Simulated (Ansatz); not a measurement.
# Structural relaxation of bare CsH nanowire along [001] (96 atoms)

Aim: bring bare CsH nanowire along [001] (96 atoms) to a nearby minimum of the energy and see what moves.

Main program and level: Ansatz 0.2.0; Kohn-Sham DFT, LDA, PAW (set soft_2), plane waves.

The database entry behind the starting cell differs from later determinations by our own check (0.1 to 0.3 % short, probably kX units), so it need not match the best structure at ambient conditions.

## 1. The starting structure

The cell holds 96 atoms: 48 Cs and 48 H. Its edges and angles: a = 21.564 Å, b = 21.564 Å, c = 19.128 Å, α = 90.0°, β = 90.0°, γ = 90.0°. It derives from CsH (rock-salt). Square section of size parameter 5.53 Å cut from rock-salt CsH (a = 6.376 Å) along [001], 3 periods, 12 Å of vacuum; not relaxed, displaced by a Gaussian of 0.02 Å. Vacuum lies along a and b. The structure repeats along c.

Before any run, some limits are plain. Only the Γ point is sampled, in a cell whose periodic width is 19 Å. The levels lack spin–orbit coupling, which is large for the heavy elements here.

## 2. Single point at the start

The forces at the start show how far the geometry lies from a minimum of this functional.

Contents of input.yaml:

```yaml
crystal:
  lattice:
    - [21.564, 0.0, 0.0]
    - [0.0, 21.564, 0.0]
    - [0.0, 0.0, 19.128]
  atoms:
    - { symbol: Cs, position: [0.27852, 0.27811, 0.00128] }
    - { symbol: H, position: [0.27713, 0.27742, 0.16682] }
    - { symbol: Cs, position: [0.2797, 0.27976, 0.33406] }
    - { symbol: H, position: [0.2782, 0.27834, 0.50048] }
    - { symbol: Cs, position: [0.27778, 0.27725, 0.66713] }
    - { symbol: H, position: [0.27779, 0.28016, 0.8329] }
    - { symbol: H, position: [0.27891, 0.42584, 0.99983] }
    - { symbol: Cs, position: [0.27771, 0.5732, 0.99926] }
    - { symbol: Cs, position: [0.27871, 0.42778, 0.16589] }
    - { symbol: H, position: [0.27746, 0.57426, 0.1661] }
    - { symbol: H, position: [0.27812, 0.42564, 0.33198] }
    - { symbol: Cs, position: [0.27789, 0.57419, 0.33239] }
    - { symbol: Cs, position: [0.27793, 0.42642, 0.50136] }
    - { symbol: H, position: [0.27981, 0.57451, 0.49884] }
    - { symbol: H, position: [0.27803, 0.42561, 0.66614] }
    - { symbol: Cs, position: [0.27972, 0.57336, 0.66638] }
    - { symbol: Cs, position: [0.27859, 0.42586, 0.83344] }
    - { symbol: H, position: [0.27931, 0.5726, 0.83321] }
    - { symbol: H, position: [0.27753, 0.71874, 0.99884] }
    - { symbol: Cs, position: [0.27845, 0.72266, 0.1659] }
    - { symbol: H, position: [0.27789, 0.72182, 0.33245] }
    - { symbol: Cs, position: [0.27761, 0.72101, 0.50027] }
    - { symbol: H, position: [0.27707, 0.72284, 0.66556] }
    - { symbol: Cs, position: [0.27734, 0.72135, 0.83465] }
    - { symbol: Cs, position: [0.57443, 0.27865, 0.99994] }
    - { symbol: H, position: [0.42533, 0.27842, 0.00084] }
    - { symbol: Cs, position: [0.42747, 0.27935, 0.16814] }
    - { symbol: H, position: [0.57378, 0.27889, 0.16749] }
    - { symbol: Cs, position: [0.57272, 0.27839, 0.33307] }
    - { symbol: H, position: [0.4261, 0.27684, 0.33457] }
    - { symbol: Cs, position: [0.42571, 0.27865, 0.4999] }
    - { symbol: H, position: [0.57379, 0.27937, 0.4988] }
    - { symbol: Cs, position: [0.57405, 0.27674, 0.66682] }
    - { symbol: H, position: [0.4255, 0.27876, 0.66714] }
    - { symbol: Cs, position: [0.42647, 0.2777, 0.83382] }
    - { symbol: H, position: [0.57226, 0.2775, 0.83284] }
    - { symbol: Cs, position: [0.42547, 0.42581, 0.99957] }
    - { symbol: H, position: [0.57308, 0.42546, 0.99981] }
    - { symbol: Cs, position: [0.57486, 0.57446, 0.00077] }
    - { symbol: H, position: [0.42627, 0.57427, 0.00025] }
    - { symbol: Cs, position: [0.57415, 0.42527, 0.16616] }
    - { symbol: H, position: [0.42627, 0.42555, 0.16616] }
    - { symbol: Cs, position: [0.4255, 0.57204, 0.16784] }
    - { symbol: H, position: [0.5744, 0.57568, 0.16581] }
    - { symbol: Cs, position: [0.42445, 0.42452, 0.33342] }
    - { symbol: H, position: [0.5727, 0.42579, 0.33328] }
    - { symbol: Cs, position: [0.57388, 0.57388, 0.33276] }
    - { symbol: H, position: [0.42655, 0.57479, 0.33368] }
    - { symbol: Cs, position: [0.57364, 0.42562, 0.50055] }
    - { symbol: H, position: [0.42649, 0.4265, 0.49996] }
    - { symbol: Cs, position: [0.42512, 0.57355, 0.50024] }
    - { symbol: H, position: [0.57314, 0.57256, 0.50187] }
    - { symbol: Cs, position: [0.4271, 0.42572, 0.66633] }
    - { symbol: H, position: [0.57427, 0.42509, 0.66566] }
    - { symbol: Cs, position: [0.57325, 0.5724, 0.66572] }
    - { symbol: H, position: [0.42654, 0.57479, 0.66713] }
    - { symbol: Cs, position: [0.57435, 0.42591, 0.83351] }
    - { symbol: H, position: [0.42529, 0.42761, 0.83249] }
    - { symbol: Cs, position: [0.42683, 0.57467, 0.8331] }
    - { symbol: H, position: [0.57406, 0.5728, 0.83544] }
    - { symbol: Cs, position: [0.4258, 0.72024, 0.001] }
    - { symbol: H, position: [0.57389, 0.72094, 0.00094] }
    - { symbol: Cs, position: [0.57388, 0.72195, 0.16807] }
    - { symbol: H, position: [0.42608, 0.72102, 0.16761] }
    - { symbol: Cs, position: [0.42554, 0.72137, 0.3333] }
    - { symbol: H, position: [0.57347, 0.72234, 0.33485] }
    - { symbol: Cs, position: [0.57306, 0.71961, 0.5013] }
    - { symbol: H, position: [0.4262, 0.7221, 0.49993] }
    - { symbol: Cs, position: [0.42664, 0.7229, 0.66508] }
    - { symbol: H, position: [0.57395, 0.71992, 0.66786] }
    - { symbol: Cs, position: [0.57477, 0.72115, 0.83345] }
    - { symbol: H, position: [0.42731, 0.72023, 0.83299] }
    - { symbol: H, position: [0.72097, 0.27874, 0.00141] }
    - { symbol: Cs, position: [0.72248, 0.27724, 0.16636] }
    - { symbol: H, position: [0.72219, 0.27876, 0.33299] }
    - { symbol: Cs, position: [0.72214, 0.27767, 0.50107] }
    - { symbol: H, position: [0.72172, 0.27976, 0.66874] }
    - { symbol: Cs, position: [0.72364, 0.27918, 0.83372] }
    [... 12 atom lines left out ...]
    - { symbol: Cs, position: [0.72081, 0.72091, 0.99845] }
    - { symbol: H, position: [0.72364, 0.72176, 0.16628] }
    - { symbol: Cs, position: [0.72084, 0.72141, 0.33131] }
    - { symbol: H, position: [0.72303, 0.72224, 0.50089] }
    - { symbol: Cs, position: [0.72219, 0.72141, 0.66699] }
    - { symbol: H, position: [0.72277, 0.7212, 0.83152] }
kpoints:
  mp_grid: { grid: [1, 1, 1] }
hamiltonian:
  xc: lda
scf:
  occupations: { method: gaussian, width: 0.05 }
output:
  forces: true
  populations: true
  dos:
    method: { smearing: { sigma: 0.15 } }
    de: 0.1
    projected: { site_lists: { Cs: [Cs], H: [H] } }
  eigenvalues: true
```

Command:

```bash
$ ansatz run input.yaml --threads 8 --pin off --max-ram 15872MiB --backend cpu --events-out ev --progress --plain --runs-dir out
```

Numbers of over 12 decimals in the logs are rounded to 6 here.

The program printed:

```text
Engine: ansatz 0.2.0, aarch64-unknown-linux-gnu
Pseudopotentials: kind: paw
Pseudopotential: Cs, paw, valence charge 9, recommended cutoff 420 eV (normal), Cs.paw.azcp
Pseudopotential: H, paw, valence charge 1, recommended cutoff 420 eV (normal), H.paw.azcp
[... 3 lines on functional and potentials left out ...]
Crystal: 96 atoms, lattice volume = 8894.637 Å³
Basis set: ecut = 420 eV, 173715 PW (Γ)
Bands: 336, of which v1, the nominal top of the filled ones, is band 240 counted from 1 (239 counted from 0)
Symmetry: 1 space group operations
Space group: P1 (ITA 1), of the structure as read, at distance tolerance 2.1e-4 Å
k-points: 1
[... 6 lines on functional and potentials left out ...]
Initial density: superposition of atomic densities (neutral atoms: chi_scale 0, normalization atom), corrected by the library's trained network
Initial wavefunctions: pseudopotential atomic-orbital guess
Functional: x = slater, c = lda
SCF iter   1: F=—  HF=-264993.088522 eV  |F-HF|=—  |Δ(HF+E_count)|=         —  Δρ=4.64e-3  dr2=2.27e0  ethr=1.77e-3  ⟨swp⟩=18.0  Hψ=2744  notcnv=0
preconditioner: auto → Resta (q_TF=auto, 1.677 Å⁻¹)  ε∞=1.6  [insulator: Δε(μ)=2.226 eV  Ē_g=9.835 eV  σ=0.050 eV  W_gap=1.00  n_scr=694 (ndim 8)  ℏωp=7.7 eV  f_vac=0.597  D(μ)=0.00/eV (n_scr^D=0)  ε∞_Penn≈1.6  vacuum switching on, ρ_ref=7.0e-3 e/Å³]
SCF iter   2: F=—  HF=-264992.397726 eV  |F-HF|=—  |Δ(HF+E_count)|=   6.91e-1  Δρ=1.08e-3  dr2=9.96e-2  ethr=4.73e-4  ⟨swp⟩=2.0  Hψ=445  notcnv=0  defer=83
SCF iter   3: F=—  HF=-264992.398588 eV  |F-HF|=—  |Δ(HF+E_count)|=   8.63e-4  Δρ=2.76e-4  dr2=6.24e-3  ethr=2.08e-5  ⟨swp⟩=2.0  Hψ=308  notcnv=0  defer=86
SCF iter   4: F=—  HF=-264992.406379 eV  |F-HF|=—  |Δ(HF+E_count)|=   7.79e-3  Δρ=7.10e-5  dr2=9.35e-4  ethr=1.30e-6  ⟨swp⟩=2.0  Hψ=410  notcnv=0  defer=86
SCF iter   5: F=—  HF=-264992.406545 eV  |F-HF|=—  |Δ(HF+E_count)|=   1.66e-4  Δρ=1.16e-5  dr2=1.03e-5  ethr=1.95e-7  ⟨swp⟩=2.0  Hψ=400  notcnv=0  defer=86
SCF iter   6: F=—  HF=-264992.405794 eV  |F-HF|=—  |Δ(HF+E_count)|=   7.50e-4  Δρ=3.03e-6  dr2=8.32e-7  ethr=2.16e-9  ⟨swp⟩=2.0  Hψ=576  notcnv=0  defer=86
SCF iter   7: F=-264992.405795 eV  HF=-264992.405795 eV  |F-HF|=2.04e-9  |Δ(HF+E_count)|=   9.82e-7  Δρ=4.76e-7  dr2=4.49e-8  ethr=2.08e-11  ⟨swp⟩=23.0  Hψ=2517  notcnv=0
SCF 1 converged in 7 iterations: F = -264992.405795 eV  dr2 = 4.49e-8
  greatest PAW one-centre occupation: 0.929 electrons in one spin orbital (limit 2), on the Cs atom at site 58 (counted from 0), in its partial waves of l = 0
SCF converged after 7 iterations
Free energy (F): -264992.405795 eV
Harris-Foulkes:  -264992.405795 eV  (|F-HF|=2.04e-9)
Internal energy: -264992.405795 eV  (E = F + TS)
E sigma→0 (E₀):  -264992.405795 eV
Fermi energy:    0.020398 eV
--- Per-component energies (eV) ---
  E_band       = -5115.669831
  E_kinetic    = 7401.526473
  E_local      = -87886.461939  (includes V_loc(G=0)·N_el)
  E_nonlocal   = 1618.703475
  E_hartree    = 40734.123763
  E_xc         = -8681.944223
  E_vxc        = -6582.758947  (∫ρ·V_xc dr)
  E_paw        = -235356.343948  (= ΣΔE_a)
  E_vpaw       = -1134.851054  (= ΣTr[D̂ρ^β])
  E_aug_tail   = -0.048213  (compensation charges beyond the density's cutoff)
  E_ewald      = 17165.052117
  E_core_change = 12.986700  (= ΣΔE_core)
  E_smearing   = -0.000000  (= −TS)
  E_closure    = -0.000000  (closes the sum)
  Σ components = -264992.405795   (vs F -264992.405795, Δ=0.00e0)
--- Forces (eV/Å), atoms counted from 1 ---
  atom   1  Cs     0.12976708     0.13945463    -0.00741818
  atom   2  H      0.18763345     0.18666002     0.00627134
  atom   3  Cs     0.09710481     0.10085615    -0.01872125
  atom   4  H      0.16729091     0.17321568    -0.00178694
  atom   5  Cs     0.14127926     0.15529351     0.00332664
  atom   6  H      0.16911793     0.12755564     0.00587346
  atom   7  H      0.11140632    -0.05785226     0.01295564
  atom   8  Cs     0.07165272     0.00184303    -0.00095891
  atom   9  Cs     0.04392033    -0.04963101    -0.00372579
  atom  10  H      0.13401512     0.05691987     0.00803065
  atom  11  H      0.12869865    -0.04019844     0.01804915
  atom  12  Cs     0.06437446     0.01176604     0.01025227
  atom  13  Cs     0.06309140    -0.01482545    -0.01482941
  atom  14  H      0.09573839     0.04284826     0.01130767
[...]
atom  95  Cs    -0.13588835    -0.14435333    -0.02349686
  atom  96  H     -0.17107644    -0.15738675     0.02907499
  max |Σ_I F_I| component: 4.29e-5 eV/Å
--- Band table (eV) ---
  k-point 0: bands = ["-23.0600", "-23.0452", "-23.0415", "-23.0405", [... 320 levels ...], "2.8043", "2.8076", "2.8511", "2.8563", "2.8614", "2.8668", "2.8787", "2.8855", "2.8880", "2.9151", "2.9191", "2.9427"]
--- Löwdin populations: 96 sites ---
  site symbol       q [e]
     0     Cs      8.2996
     1      H      1.5949
     2     Cs      8.3009
[...]
95      H      1.5993
  spilling = 0.008722 (of n_electrons = 480.000000)
```

Run time: 68 s. Hardware: 8 threads of Arm Neoverse V1, shared host; peak memory 7.5 GiB; 8.4 min of CPU time.

The column dr2 measures how far the density is from self-consistency, as an energy; F and HF (Harris–Foulkes) agree once it is small.

Numbers from this run:

- free energy: -264992.4058 eV
- free energy per atom: -2760.3376 eV/atom
- SCF cycles: 7
- r.m.s. force component: 0.07758 eV/Å
- longest force: 0.2647 eV/Å
- Fermi energy: 0.0204 eV
- gap (highest filled to lowest empty level): 2.495 eV
- spilling of the projection: 0.008722

The r.m.s. force component of 0.078 eV/Å sets the starting point.

Neighbours are counted within 3.49 Å (Cs-H), cutoffs set anew for this text.

Length of the force by element and coordination:

```tsv
element	coordination	atoms	mean length of the force (eV/Å)	spread	least	most
Cs	all	48	0.0918	0.0636	0.0178	0.221
Cs	4	12	0.196	0.0213	0.141	0.221
Cs	5	24	0.0696	0.0106	0.0527	0.0965
Cs	6	12	0.0321	0.0108	0.0178	0.0531
H	all	48	0.140	0.063	0.0438	0.265
H	4	12	0.233	0.0195	0.208	0.265
H	5	24	0.134	0.0136	0.105	0.158
H	6	12	0.061	0.0111	0.0438	0.0793
```

## 3. Relaxation

The atoms are relaxed in the fixed cell, aiming at the force tolerance of the input.

input.yaml, the sections that differ from step 2:

```yaml
output:
  forces: true
relax:
  f_tol: 0.03
  max_steps: 73
# crystal, kpoints, hamiltonian, scf: as in step 2
```

The program printed:

```text
[...]
Crystal: 96 atoms, lattice volume = 8894.637 Å³
Basis set: ecut = 420 eV, 173715 PW (Γ)
Bands: 336, of which v1, the nominal top of the filled ones, is band 240 counted from 1 (239 counted from 0)
Symmetry: 1 space group operations
[...]
k-points: 1
[...]
SCF iter   1: F=—  HF=-264993.088520 eV  |F-HF|=—  |Δ(HF+E_count)|=         —  Δρ=4.64e-3  dr2=2.27e0  ethr=1.77e-3  ⟨swp⟩=18.0  Hψ=2744  notcnv=0
[...]
SCF iter   6: F=-264992.405795 eV  HF=-264992.405794 eV  |F-HF|=7.52e-7  |Δ(HF+E_count)|=   1.03e-5  Δρ=2.97e-6  dr2=8.59e-7  ethr=2.12e-9  ⟨swp⟩=3.0  Hψ=820  notcnv=0
SCF 1 converged in 6 iterations: F = -264992.405795 eV  dr2 = 8.59e-7
[...]
relax step   1: F+E_penalty+E_count = -264992.40579492 eV  Δ(F+E_penalty+E_count) = +0.000e0 eV  max|allowed force component| = 1.925e-1 eV/Å  Δτ_max = 0.0000 Å  (6 SCF iters, dr2 threshold 2.25e-5 eV, accepted)
[...]
relax step   2: F+E_penalty+E_count = -264993.46265028 eV  Δ(F+E_penalty+E_count) = -1.057e0 eV  max|allowed force component| = 1.375e-1 eV/Å  Δτ_max = 0.1950 Å  (6 SCF iters, dr2 threshold 2.32e-6 eV, accepted)
[...]
relax step   3: F+E_penalty+E_count = -264994.21869803 eV  Δ(F+E_penalty+E_count) = -7.560e-1 eV  max|allowed force component| = 7.389e-2 eV/Å  Δτ_max = 0.2000 Å  (7 SCF iters, dr2 threshold 1.18e-6 eV, accepted)
relax step   4: F+E_penalty+E_count = -264994.49378093 eV  Δ(F+E_penalty+E_count) = -2.751e-1 eV  max|allowed force component| = 2.061e-2 eV/Å  Δτ_max = 0.2000 Å  (7 SCF iters, dr2 threshold 1.58e-6 eV, accepted)
relax step   5: F+E_penalty+E_count = -264994.49378098 eV  Δ(F+E_penalty+E_count) = -4.959e-8 eV  max|allowed force component| = 2.061e-2 eV/Å  Δτ_max = 0.0000 Å  (2 SCF iters, accepted)
[...]
relax step   6: F+E_penalty+E_count = -264994.49663161 eV  Δ(F+E_penalty+E_count) = -2.851e-3 eV  max|allowed force component| = 2.568e-2 eV/Å  Δτ_max = 0.0369 Å  (6 SCF iters, accepted)
SCF converged after 6 iterations
Free energy (F): -264994.496632 eV
[...]
Internal energy: -264994.496632 eV  (E = F + TS)
E sigma→0 (E₀):  -264994.496632 eV
Fermi energy:    0.088412 eV
[...]
--- Forces (eV/Å), atoms counted from 1 ---
  atom   1  Cs    -0.00245080    -0.00134706    -0.00184968
  atom   2  H      0.00378666     0.00350710    -0.00015210
  atom   3  Cs    -0.00446025    -0.00509305    -0.00009729
  atom   4  H      0.00327393     0.00416017     0.00058998
  atom   5  Cs    -0.00250751    -0.00099274     0.00056150
  atom   6  H      0.00348483     0.00144107     0.00107273
  atom   7  H      0.01534811     0.00553696     0.00136967
  atom   8  Cs    -0.00986219     0.01693332    -0.00001181
  atom   9  Cs    -0.01124806    -0.01745023    -0.00100005
  atom  10  H      0.01566231    -0.00674816     0.00115975
  atom  11  H      0.01589704     0.00727836     0.00129513
  atom  12  Cs    -0.00980925     0.02120487    -0.00089648
  atom  13  Cs    -0.01022426    -0.01980160    -0.00045325
  atom  14  H      0.01370856    -0.00771653     0.00075828
[...]
atom  95  Cs     0.00287134     0.00245434     0.00047736
  atom  96  H     -0.00318176    -0.00312755     0.00038076
  max |Σ_I F_I| component: 8.32e-5 eV/Å
--- Relaxed structure (6 steps of the walk, 6 accepted, 0 SCFs on fresh bases) ---
  F+E_penalty+E_count = -264994.49663161 eV   max|allowed force component| = 2.568e-2 eV/Å
  atoms:
    - { symbol: Cs, position: [0.292848, 0.292739, 0.000109707] }
    - { symbol: H, position: [0.296279, 0.296219, 0.166665] }
    - { symbol: Cs, position: [0.292848, 0.292858, 0.333355] }
    - { symbol: H, position: [0.296279, 0.296201, 0.499922] }
[...]
- { symbol: H, position: [0.703772, 0.703419, 0.833374] }
```

The job ended after 2.4 min (8 threads; peak memory 7.3 GiB).

Relaxation path:

```tsv
step	energy less that of the first step (eV)	largest force component (eV/Å)
1	0.0000	0.1925
2	-1.0569	0.1375
3	-1.8129	0.0739
4	-2.0880	0.0206
5	-2.0880	0.0206
6	-2.0908	0.0257
```

The atoms that moved most (Å):

```tsv
atom	dx	dy	dz	length
H23	0.417	-0.417	0.019	0.590
H92	-0.430	-0.395	0.009	0.584
H94	-0.417	-0.406	-0.015	0.583
H2	0.413	0.405	-0.003	0.579
H96	-0.410	-0.383	0.035	0.562
H21	0.399	-0.394	0.015	0.561
H75	-0.401	0.374	0.008	0.549
H4	0.390	0.385	-0.011	0.548
```

The relaxation changed the energy by -21.8 meV/atom, and atoms moved by 0.33 Å r.m.s., 0.59 Å at most.

## 4. Distances and neighbours after relaxation

Bonds before and after, by the cutoffs listed below:

```tsv
pair	bonds before	bonds after	mean before (Å)	mean after (Å)	spread before (Å)	spread after (Å)
Cs-H	240	240	3.187	3.066	0.025	0.109
```

Normalised to the volume that the atoms fill. Pair distribution functions g(r), in bins of 0.2 Å:

```tsv
r (Å)	total	Cs-Cs	Cs-H	H-H
2.90	2.25	0.00	4.50	0.00
3.10	3.02	0.00	6.03	0.00
3.30	0.00	0.00	0.00	0.00
3.50	0.00	0.00	0.00	0.00
3.70	0.00	0.00	0.00	0.00
3.90	0.15	0.00	0.00	0.62
4.10	0.21	0.28	0.00	0.57
4.30	2.90	6.28	0.00	5.32
4.50	1.05	2.00	0.00	2.21
4.70	0.00	0.00	0.00	0.00
4.90	0.00	0.00	0.00	0.00
5.10	0.18	0.00	0.37	0.00
5.30	1.38	0.00	2.77	0.00
5.50	0.00	0.00	0.00	0.00
5.70	0.00	0.00	0.00	0.00
5.90	0.28	0.56	0.00	0.55
6.10	0.27	0.54	0.00	0.54
6.30	0.48	0.96	0.00	0.96
6.50	0.11	0.00	0.23	0.00
6.70	0.77	0.00	1.54	0.00
6.90	0.63	0.00	1.25	0.00
7.10	1.19	0.00	2.37	0.00
7.30	0.36	0.72	0.00	0.73
7.50	0.88	1.42	0.00	2.09
7.70	0.58	1.50	0.00	0.83
7.90	0.00	0.00	0.00	0.00
```

Bonds by pair of elements; cutoffs follow the first minimum of g(r), held within bounds set by covalent radii, and pairs that aren't listed don't count as bonded (cutoffs were set anew for this text, so counts can differ from the run's own analysis):

```tsv
pair A-B	cutoff (Å)	bonds	mean length (Å)	spread (Å)	shortest (Å)	B about A	A about B
Cs-H	3.49	240	3.07	0.109	2.90	5	5
```

How many atoms have how many bonded neighbours:

```tsv
element	mean	4	5	6
Cs	5	12	24	12
H	5	12	24	12
```

Bond angles, per cent of each kind in bins of 5°:

```tsv
angle (°)	H-Cs-H	Cs-H-Cs
80–85	4.9	0.0
85–90	46.1	27.0
90–95	29.5	51.0
95–100	0.0	2.4
100–105	0.0	0.0
105–110	0.0	0.0
110–115	0.0	0.0
115–120	0.0	0.0
120–125	0.0	0.0
125–130	0.0	0.0
130–135	0.0	0.0
135–140	0.0	0.0
140–145	0.0	0.0
145–150	0.0	0.0
150–155	0.0	0.0
155–160	0.0	0.0
160–165	0.0	0.0
165–170	0.0	0.0
170–175	0.8	0.0
175–180	18.7	19.5
```

Bond angles (no mean is given where the spread exceeds 20°):

```tsv
angle	count	mean (°)	spread (°)
H-Cs-H	492	-	-
Cs-H-Cs	492	-	-
```

First main peaks of g(r), for some of the pairs, lie near 4.35 Å (Cs-Cs), 2.97 Å (Cs-H) and 4.28 Å (H-H). Counting bonds as in the table, 50 % of Cs atoms have 5 and 50 % of H atoms have 5 bonded neighbours.

[end of part 1 of 2]

[Logs are printed without paths, hosts, clocks, repeated set-up lines and the standing remarks that a program may print on its own settings, such as how far it seeks lower states.]

[Hosts, paths, dates, database ids (printed as entryN), source tags and the programs' standing remarks are cut or masked in the printed files.]
